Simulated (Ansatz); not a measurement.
## Lattice dynamics of Hf2NO2 monolayer

Aim: the vibrations of Hf2NO2 monolayer, their spectra, and whether the structure is stable.

Method: DFT PBEsol, scalar-relativistic, plane waves, PAW, in Ansatz 0.2.0.

## (1) The structure

The cell holds 5 atoms: 1 N, 2 Hf and 2 O. Its edges and angles: a = 3.260 Å, b = 3.260 Å, c = 20.000 Å, α = 90.0°, β = 90.0°, γ = 120.0°. Vacuum lies along c.

Structure file:

```
N Hf O
1.0
     3.26000    0.00000    0.00000
    -1.63000    2.82324    0.00000
     0.00000    0.00000   20.00000
N Hf O
1 2 2
Direct
  0.00000 0.00000 0.50000
  0.33333 0.66667 0.56000
  0.66667 0.33333 0.44000
  0.66667 0.33333 0.61000
  0.33333 0.66667 0.39000
```

## (2) Rough relaxation

A rough relaxation comes first, because large forces or stress need no tight tolerances yet.

The program solves this slab on a cell height of its own, 32.6 Å, in place of the one typed.

The input, input.yaml:

```yaml
crystal:
  lattice:
    - [3.26, 0.0, 0.0]
    - [-1.63, 2.82324, 0.0]
    - [0.0, 0.0, 20.0]
  atoms:
    - { symbol: "N", position: [0.0, 0.0, 0.5] }
    - { symbol: Hf, position: [0.333333, 0.666667, 0.56] }
    - { symbol: Hf, position: [0.666667, 0.333333, 0.44] }
    - { symbol: O, position: [0.666667, 0.333333, 0.61] }
    - { symbol: O, position: [0.333333, 0.666667, 0.39] }
  periodic: [true, true, false]
kpoints:
  mp_grid: { grid: [9, 9, 1] }
hamiltonian:
  xc: pbesol
scf:
  occupations: { method: gaussian, width: 0.1 }
output:
  forces: true
  stress: true
  eigenvalues: true
relax:
  adjacent_minimum: "off"
  f_tol: 0.05
  max_steps: 80
  cell: { stress_2d_tol: 0.02 }
```

The run is started by

```bash
$ ansatz run input.yaml --threads 8 --pin off --max-ram 14336MiB --backend cpu --events-out ev --progress --plain --runs-dir out
```

Numbers of over 12 decimals in the logs are rounded to 6 here.

What it wrote:

```text
[...]
cell:  # Å, volume = 287.7866 Å³
    - [3.192722, 0.0, 0]
    - [-1.596361, 2.764979, 0]
    - [0, 0, 32.6]
  atoms:
    - { symbol: N, position: [0, 0, 0.306748] }
    - { symbol: Hf, position: [0.333333, 0.666667, 0.347397] }
    - { symbol: Hf, position: [0.666667, 0.333333, 0.266100] }
    - { symbol: O, position: [0.666667, 0.333333, 0.377611] }
    - { symbol: O, position: [0.333333, 0.666667, 0.235886] }
[key lines of the parts left out:]
SCF converged after 6 iterations
Free energy (F): -32704.283865 eV
Fermi energy:    -4.748908 eV
P = ½ c Tr σ = -0.0022 N/m
```

Run time: 18 s. Hardware: 8 threads of Arm Neoverse V2, shared host; peak memory 0.97 GiB.

This run has no spin polarisation although its electron count is odd.

The steps of the relaxation:

```csv
step,energy less that of the first step (eV),largest force component (eV/Å),volume (Å³)
1,0.0000,3.2066,300.04
2,-0.2750,1.8080,291.72
3,-0.3940,0.3609,287.97
4,-0.4019,0.0967,290.03
5,-0.4064,0.0099,288.02
6,-0.4063,0.0001,288.11
7*,-0.3981,0.0022,288.11
8,-0.3985,0.0006,287.79
9*,-0.3982,0.0005,287.79
```

Relaxation steps marked * repeat the geometry before them on a plane-wave basis chosen anew for their cell, so energy and pressure can jump there.

The run keeps the 12 symmetry operations that it works with, so distortions that break them were not tested.

```csv
cell as run,before,after,change
a (Å),3.260,3.193,-2.1 %
b (Å),3.260,3.193,-2.1 %
```

The atoms that moved most (Å, along periodic axes as changes of fractional coordinates times the final cell, across vacuum about the mean position):

```csv
atom,dx,dy,dz,length
Hf2,0.000,0.000,0.125,0.125
Hf3,0.000,0.000,-0.125,0.125
O5,0.000,0.000,-0.110,0.110
O4,0.000,0.000,0.110,0.110
```

The relaxed structure:

```xyz
5
Lattice="3.1927 0.0000 0.0000 -1.5964 2.7650 0.0000 0.0000 0.0000 32.6000" Properties=species:S:1:pos:R:3
N     0.0000    0.0000   10.0000
Hf    0.0000    1.8433   11.3251
Hf    1.5964    0.9217    8.6749
O     1.5964    0.9217   12.3101
O     0.0000    1.8433    7.6899
```

This step gave:

```yaml
gap_on_the_k_mesh: 0 eV
area_per_atom: 1.766 Å²
```

The relaxation ends with a largest force component of 5.1e-4 eV/Å.

## (3) Bringing the structure to rest

The cell and atoms are relaxed, since residual forces and stress would shift the frequencies.

The input, input.yaml:

```yaml
crystal:
  lattice:
    - [3.1927222049, 0.0, 0.0]
    - [-1.5963611024, 2.7649785367, 0.0]
    - [0.0, 0.0, 32.6]
  atoms:
    - { symbol: "N", position: [0.0, 0.0, 0.3067484663] }
    - { symbol: Hf, position: [0.3333333333, 0.6666666667, 0.3473967753] }
    - { symbol: Hf, position: [0.6666666667, 0.3333333333, 0.2661001572] }
    - { symbol: O, position: [0.6666666667, 0.3333333333, 0.3776113985] }
    - { symbol: O, position: [0.3333333333, 0.6666666667, 0.235885534] }
  periodic: [true, true, false]
kpoints:
  mp_grid: { grid: [12, 12, 1] }
hamiltonian:
  xc: pbesol
scf:
  occupations: { method: gaussian, width: 0.1 }
output:
  forces: true
  stress: true
  eigenvalues: true
  write_density: true
  write_potential: true
  elf: true
  volumetric_format: npy
relax:
  adjacent_minimum: "off"
  f_tol: 0.005
  max_steps: 80
  cell: { stress_2d_tol: 0.02 }
```

What it wrote:

```text
[...]
Crystal: 5 atoms, lattice volume = 287.787 Å³
Basis set: ecut = 420 eV, 5713 PW (Γ), exchange–correlation on 48×48×450 points (8 copies of the dense FFT grid, shifted against one another)
Bands: 42, of which v1, the nominal top of the filled ones, is band 35 counted from 1 (34 counted from 0)
Symmetry: 12 space group operations
[...]
k-points: 19 of 144
[...]
SCF iter   1: F=—  HF=-32704.304014 eV  |F-HF|=—  |Δ(HF+E_count)|=         —  Δρ=7.46e-3  dr2=1.79e-1  ethr=1.77e-3  ⟨swp⟩=12.3  Hψ=5340  notcnv=0
[...]
SCF iter  10: F=-32704.269644 eV  HF=-32704.269644 eV  |F-HF|=5.20e-10  |Δ(HF+E_count)|=   2.61e-9  Δρ=1.32e-7  dr2=3.32e-11  ethr=1.00e-12  ⟨swp⟩=11.1  Hψ=6943  notcnv=0
SCF 1 converged in 10 iterations: F = -32704.269644 eV  dr2 = 3.32e-11
[...]
relax step   1: F+E_penalty+E_count = -32704.26964419 eV  Δ(F+E_penalty+E_count) = +0.000e0 eV  max|allowed force component| = 2.965e-2 eV/Å  Δτ_max = 0.0000 Å  P = +0.096 N/m  Ω = 287.787 Å³  fix = [c, alpha, beta]  reactions: c +0.000 N/m  (10 SCF iters, dr2 threshold 1.00e-7 eV, accepted)
Crystal: 5 atoms, lattice volume = 288.375 Å³
Basis set: ecut = 420 eV, 5737 PW (Γ), exchange–correlation on 48×48×450 points (8 copies of the dense FFT grid, shifted against one another)
[...]
SCF iter   6: F=-32704.269152 eV  HF=-32704.269152 eV  |F-HF|=4.48e-8  |Δ(HF+E_count)|=   7.42e-8  Δρ=1.49e-6  dr2=4.29e-9  ethr=7.96e-11  ⟨swp⟩=21.5  Hψ=10303  notcnv=0
SCF 2 converged in 6 iterations: F = -32704.269152 eV  dr2 = 4.29e-9
relax step   2: F+E_penalty+E_count = -32704.26915177 eV  Δ(F+E_penalty+E_count) = +4.924e-4 eV  max|allowed force component| = 1.361e-2 eV/Å  Δτ_max = 0.0062 Å  P = -0.089 N/m  Ω = 288.375 Å³  energy of the carried Pulay correction = -5.221e-4 eV  fix = [c, alpha, beta]  reactions: c -0.000 N/m  (6 SCF iters, dr2 threshold 5.49e-8 eV, accepted)
Crystal: 5 atoms, lattice volume = 288.215 Å³
[...]
SCF iter   6: F=-32704.269282 eV  HF=-32704.269282 eV  |F-HF|=6.67e-9  |Δ(HF+E_count)|=   1.14e-7  Δρ=7.77e-7  dr2=2.12e-9  ethr=1.68e-11  ⟨swp⟩=21.3  Hψ=9842  notcnv=0
SCF 3 converged in 6 iterations: F = -32704.269282 eV  dr2 = 2.12e-9
relax step   3: F+E_penalty+E_count = -32704.26928198 eV  Δ(F+E_penalty+E_count) = -1.302e-4 eV  max|allowed force component| = 4.575e-2 eV/Å  Δτ_max = 0.0043 Å  P = -0.107 N/m  Ω = 288.215 Å³  energy of the carried Pulay correction = -3.801e-4 eV  fix = [c, alpha, beta]  (6 SCF iters, dr2 threshold 1.16e-8 eV, rejected (line search))
[...]
relax step   4: F+E_penalty+E_count = -32704.26936329 eV  Δ(F+E_penalty+E_count) = -2.115e-4 eV  max|allowed force component| = 4.144e-3 eV/Å  Δτ_max = 0.0021 Å  P = -0.050 N/m  Ω = 288.219 Å³  energy of the carried Pulay correction = -3.840e-4 eV  fix = [c, alpha, beta]  reactions: c -0.000 N/m  (9 SCF iters, accepted)
[...]
relax step   5: F+E_penalty+E_count = -32704.26947619 eV  Δ(F+E_penalty+E_count) = -1.129e-4 eV  max|allowed force component| = 5.658e-4 eV/Å  Δτ_max = 0.0009 Å  P = +0.002 N/m  Ω = 288.103 Å³  energy of the carried Pulay correction = -2.812e-4 eV  fix = [c, alpha, beta]  reactions: c +0.000 N/m  (5 SCF iters, dr2 threshold 2.89e-9 eV, accepted)
[...]
SCF iter   7: F=-32704.269844 eV  HF=-32704.269844 eV  |F-HF|=1.09e-9  |Δ(HF+E_count)|=   2.89e-8  Δρ=2.98e-8  dr2=1.82e-12  ethr=1.00e-12  ⟨swp⟩=16.7  Hψ=7179  notcnv=0
SCF 6 converged in 7 iterations: F = -32704.269844 eV  dr2 = 1.82e-12
relax step   6: F+E_penalty+E_count = -32704.26984402 eV  Δ(F+E_penalty+E_count) = -3.678e-4 eV  max|allowed force component| = 6.091e-4 eV/Å  Δτ_max = 0.0000 Å  P = +0.008 N/m  Ω = 288.103 Å³  fix = [c, alpha, beta]  reactions: c +0.000 N/m  stress off target by 7.50e-3 N/m on what of the cell is left free  SCF on the basis re-selected at this cell (its energy is not comparable with the rows above)  (7 SCF iters)
basis re-selected at this cell: Δ(F+E_penalty+E_count) = -3.678e-4 eV, ΔP = +0.006 N/m vs the last step (what re-selecting the basis moved, of the pressure what is left beyond the Pulay correction that the steps carried, after the strain that the cell walked since its last selection, with what the two solves' SCF thresholds leave and, on support functions, any second-order correction that the steps lacked; it is no m [...]
WARN: The output density's exchange-correlation potential varies sharply where the density is thin. Do not read a vacuum level from v_tot or v_xc, or from such a field of the output density. On a cell that repeats whose density bears no net charge and no dipole along the vacuum's axis use v_es (v_loc + v_h of the components); under efield.dipole_correction with no amplitude use v_es + v_field, which holds any externa [...]
SCF converged after 7 iterations
Free energy (F): -32704.269844 eV
[...]
Internal energy: -32704.255508 eV  (E = F + TS)
E sigma→0 (E₀):  -32704.262676 eV
Entropy (-TS):   -0.014336 eV (-2.867 meV/atom)
Fermi energy:    -4.615017 eV
[...]
--- Forces (eV/Å), atoms counted from 1 ---
  atom   1  N      0.00000000     0.00000000     0.00000000
  atom   2  Hf    -0.00000000     0.00000000    -0.00053144
  atom   3  Hf     0.00000000    -0.00000000     0.00053144
  atom   4  O      0.00000000    -0.00000000     0.00060912
  atom   5  O      0.00000000     0.00000000    -0.00060912
  max |Σ_I F_I| component: 1.85e-17 eV/Å
--- 2D stress c σ (N/m, compression-positive) ---
        0.007504       0.000000       0.000000
        0.000000       0.007504      -0.000000
        0.000000      -0.000000       0.000000
  P = ½ c Tr σ = 0.0075 N/m
--- Band table (eV; the first three rows and the last of 19) ---
  k-point 0: bands = [... 31 lower, -8.4269, -7.9436, -7.9436, -3.9838, -3.9838, -3.8442, -2.1416, -2.0469, ... 3 higher]
  k-point 1: bands = [... 31 lower, -8.4260, -8.2397, -8.1148, -4.1529, -3.7416, -3.6877, -2.1282, -1.9870, ... 3 higher]
  k-point 2: bands = [... 31 lower, -9.3124, -8.4703, -8.0937, -4.6006, -3.3158, -3.1924, -1.9029, -1.7265, ... 3 higher]
  k-point 18: bands = [... 31 lower, -9.7487, -9.1026, -9.1026, -3.4952, -2.9033, -2.9033, -1.6219, -0.9946, ... 3 higher]
  ° read free of the cell's end (the report's vacuum.weakly_bound_levels)
--- Relaxed structure (5 steps of the walk, 4 accepted, 1 SCFs on fresh bases) ---
[...]
cell:  # Å, volume = 288.1031 Å³
    - [3.194478, -2.8883500839260935e-11, 0]
    - [-1.597239, 2.766499, 0]
    - [0, 0, 32.6]
  atoms:
    - { symbol: N, position: [0, 0, 0.30674846626] }
    - { symbol: Hf, position: [0.333333, 0.666667, 0.347391] }
    - { symbol: Hf, position: [0.666667, 0.333333, 0.266106] }
    - { symbol: O, position: [0.666667, 0.333333, 0.377515] }
    - { symbol: O, position: [0.333333, 0.666667, 0.235982] }
```

The job ended after 19 s (8 threads; peak memory 1 GiB; 2.3 min of CPU time).

Little changed from the start: no atom moved by 0.005 Å and no cell edge by 0.1 %.

This step gave:

```yaml
area_per_atom: 1.768 Å²
```

Valence density in the ac plane at fractional y = 0.333, with atoms of Hf and O within 0.2 Å of it. It is the smooth field of the valence electrons, not physical close to the nuclei.

Ten steps, logarithmic in the rise over the least value, from '0' (0 e/Å³) to '9' (20 e/Å³), each cell a mean:
```
0000000000000000
0000000000000000
0000000000000000
0000000000000000
0000000000000000
0000000000000000
0000000000000000
0000000000000000
0000000000000000
0000000000000000
0000000000000000
0000000000000000
0000000000000000
0000000000000000
1000011245665432
2233322234444322
2222221122222211
2111123579999863
1112111122333211
0000000000000000
0000000000000000
0000000000000000
0000000000000000
0000000000000000
```
Columns run along a (3.2 Å), rows up along c (32.6 Å). Atoms in or near the plane, at fractional coordinates: Hf at (0.67, 0.27), O at (0.67, 0.38).

Electrostatic potential energy in the ac plane at fractional y = 0.333, with atoms of Hf and O within 0.2 Å of it. With pseudopotentials it is smooth inside the atoms' cores, unlike the true potential.

Ten even steps from '_' (-34 eV) to '@' (0 eV), each cell a mean:
```
@@@@@@@@@@@@@@@@@@@@@@@@@@@@@@@@
@@@@@@@@@@@@@@@@@@@@@@@@@@@@@@@@
@@@@@@@@@@@@@@@@@@@@@@@@@@@@@@@@
@@@@@@@@@@@@@@@@@@@@@@@@@@@@@@@@
@@@@@@@@@@@@@@@@@@@@@@@@@@@@@@@@
@@@@@@@@@@@@@@@@@@@@@@@@@@@@@@@@
@@@@@@@@@@@@@@@@@@@@@@@@@@@@@@@@
@@@@@@@@@@@@@@@@@@@@@@@@@@@@@@@@
@@@@@@@@@@@@@@@@@@@@@@@@@@@@@@@@
@@@@@@@@@@@@@@@@@@@@@@@@@@@@@@@@
@@@@@@@@@@@@@@@@@@@@@@@@@@@@@@@@
@@@@@@@@@@@@@@@@@@@@@@@@@@@@@@@@
@@@@@@@@@@@@@@@@@@@@@@@@@@@@@@@@
@@@@@@@@@@@@@@@@@@@@@@@@@@@@@@@@
@@%%%%%%%%@@@@%%++==------==##@@
++==----==++******++++++++**##**
##################**********####
++####%%##**--________________::
%%@@@@@@@@%%%%##****++++****##%%
@@@@@@@@@@@@@@@@@@@@@@@@@@@@@@@@
@@@@@@@@@@@@@@@@@@@@@@@@@@@@@@@@
@@@@@@@@@@@@@@@@@@@@@@@@@@@@@@@@
@@@@@@@@@@@@@@@@@@@@@@@@@@@@@@@@
@@@@@@@@@@@@@@@@@@@@@@@@@@@@@@@@
```
Columns run along a (3.2 Å; values clipped at the 3rd and 97th percentile), rows up along c (32.6 Å). Atoms in or near the plane, at fractional coordinates: Hf at (0.67, 0.27), O at (0.67, 0.38).

ELF in the ac plane at fractional y = 0.333, with atoms of Hf and O within 0.2 Å of it. It is the smooth field of the valence electrons, not physical close to the nuclei.

Values, 24 rows by 16 columns, each cell a mean:
```
0.00 0.00 0.00 0.00 0.00 0.00 0.00 0.00 0.00 0.00 0.00 0.00 0.00 0.00 0.00 0.00
0.00 0.00 0.00 0.00 0.00 0.00 0.00 0.00 0.00 0.00 0.00 0.00 0.00 0.00 0.00 0.00
0.00 0.00 0.00 0.00 0.00 0.00 0.00 0.00 0.00 0.00 0.00 0.00 0.00 0.00 0.00 0.00
0.00 0.00 0.00 0.00 0.00 0.00 0.00 0.00 0.00 0.00 0.00 0.00 0.00 0.00 0.00 0.00
0.00 0.00 0.00 0.00 0.00 0.00 0.00 0.00 0.00 0.00 0.00 0.00 0.00 0.00 0.00 0.00
0.00 0.00 0.00 0.00 0.00 0.00 0.00 0.00 0.00 0.00 0.00 0.00 0.00 0.00 0.00 0.00
0.00 0.00 0.00 0.00 0.00 0.00 0.00 0.00 0.00 0.00 0.00 0.00 0.00 0.00 0.00 0.00
0.00 0.00 0.00 0.00 0.00 0.00 0.00 0.00 0.00 0.00 0.00 0.00 0.00 0.00 0.00 0.00
0.00 0.00 0.00 0.00 0.00 0.00 0.00 0.00 0.00 0.00 0.00 0.00 0.00 0.00 0.00 0.00
0.00 0.00 0.00 0.00 0.00 0.00 0.00 0.00 0.00 0.00 0.00 0.00 0.00 0.00 0.00 0.00
0.00 0.00 0.00 0.00 0.00 0.00 0.00 0.00 0.00 0.00 0.00 0.00 0.00 0.00 0.00 0.00
0.00 0.00 0.00 0.00 0.00 0.00 0.00 0.00 0.00 0.00 0.00 0.00 0.00 0.00 0.00 0.00
0.00 0.00 0.00 0.00 0.00 0.00 0.00 0.00 0.00 0.00 0.00 0.00 0.00 0.00 0.00 0.00
0.02 0.01 0.00 0.00 0.01 0.02 0.05 0.08 0.12 0.15 0.16 0.17 0.15 0.13 0.09 0.06
0.33 0.12 0.04 0.04 0.08 0.25 0.50 0.68 0.75 0.74 0.66 0.65 0.72 0.76 0.71 0.58
0.14 0.18 0.24 0.25 0.21 0.17 0.19 0.31 0.43 0.50 0.51 0.51 0.51 0.47 0.35 0.21
0.37 0.45 0.49 0.50 0.47 0.39 0.29 0.22 0.19 0.20 0.21 0.21 0.20 0.19 0.21 0.28
0.14 0.18 0.27 0.28 0.21 0.14 0.22 0.49 0.72 0.80 0.81 0.80 0.81 0.76 0.58 0.30
0.34 0.49 0.56 0.57 0.52 0.40 0.25 0.15 0.14 0.17 0.20 0.21 0.18 0.14 0.12 0.18
0.04 0.06 0.08 0.08 0.07 0.05 0.03 0.02 0.01 0.01 0.01 0.00 0.01 0.01 0.01 0.03
0.00 0.00 0.00 0.00 0.00 0.00 0.00 0.00 0.00 0.00 0.00 0.00 0.00 0.00 0.00 0.00
0.00 0.00 0.00 0.00 0.00 0.00 0.00 0.00 0.00 0.00 0.00 0.00 0.00 0.00 0.00 0.00
0.00 0.00 0.00 0.00 0.00 0.00 0.00 0.00 0.00 0.00 0.00 0.00 0.00 0.00 0.00 0.00
0.00 0.00 0.00 0.00 0.00 0.00 0.00 0.00 0.00 0.00 0.00 0.00 0.00 0.00 0.00 0.00
```
Columns run along a (3.2 Å), rows up along c (32.6 Å). Atoms in or near the plane, at fractional coordinates: Hf at (0.67, 0.27), O at (0.67, 0.38).

(Continued in part 2 of 3.)

[Logs are printed without paths, hosts, clocks, repeated set-up lines and the standing remarks that a program may print on its own settings, such as how far it seeks lower states.]

[Hosts, paths, dates, database ids (printed as entryN), source tags and the programs' standing remarks are cut or masked in the printed files.]
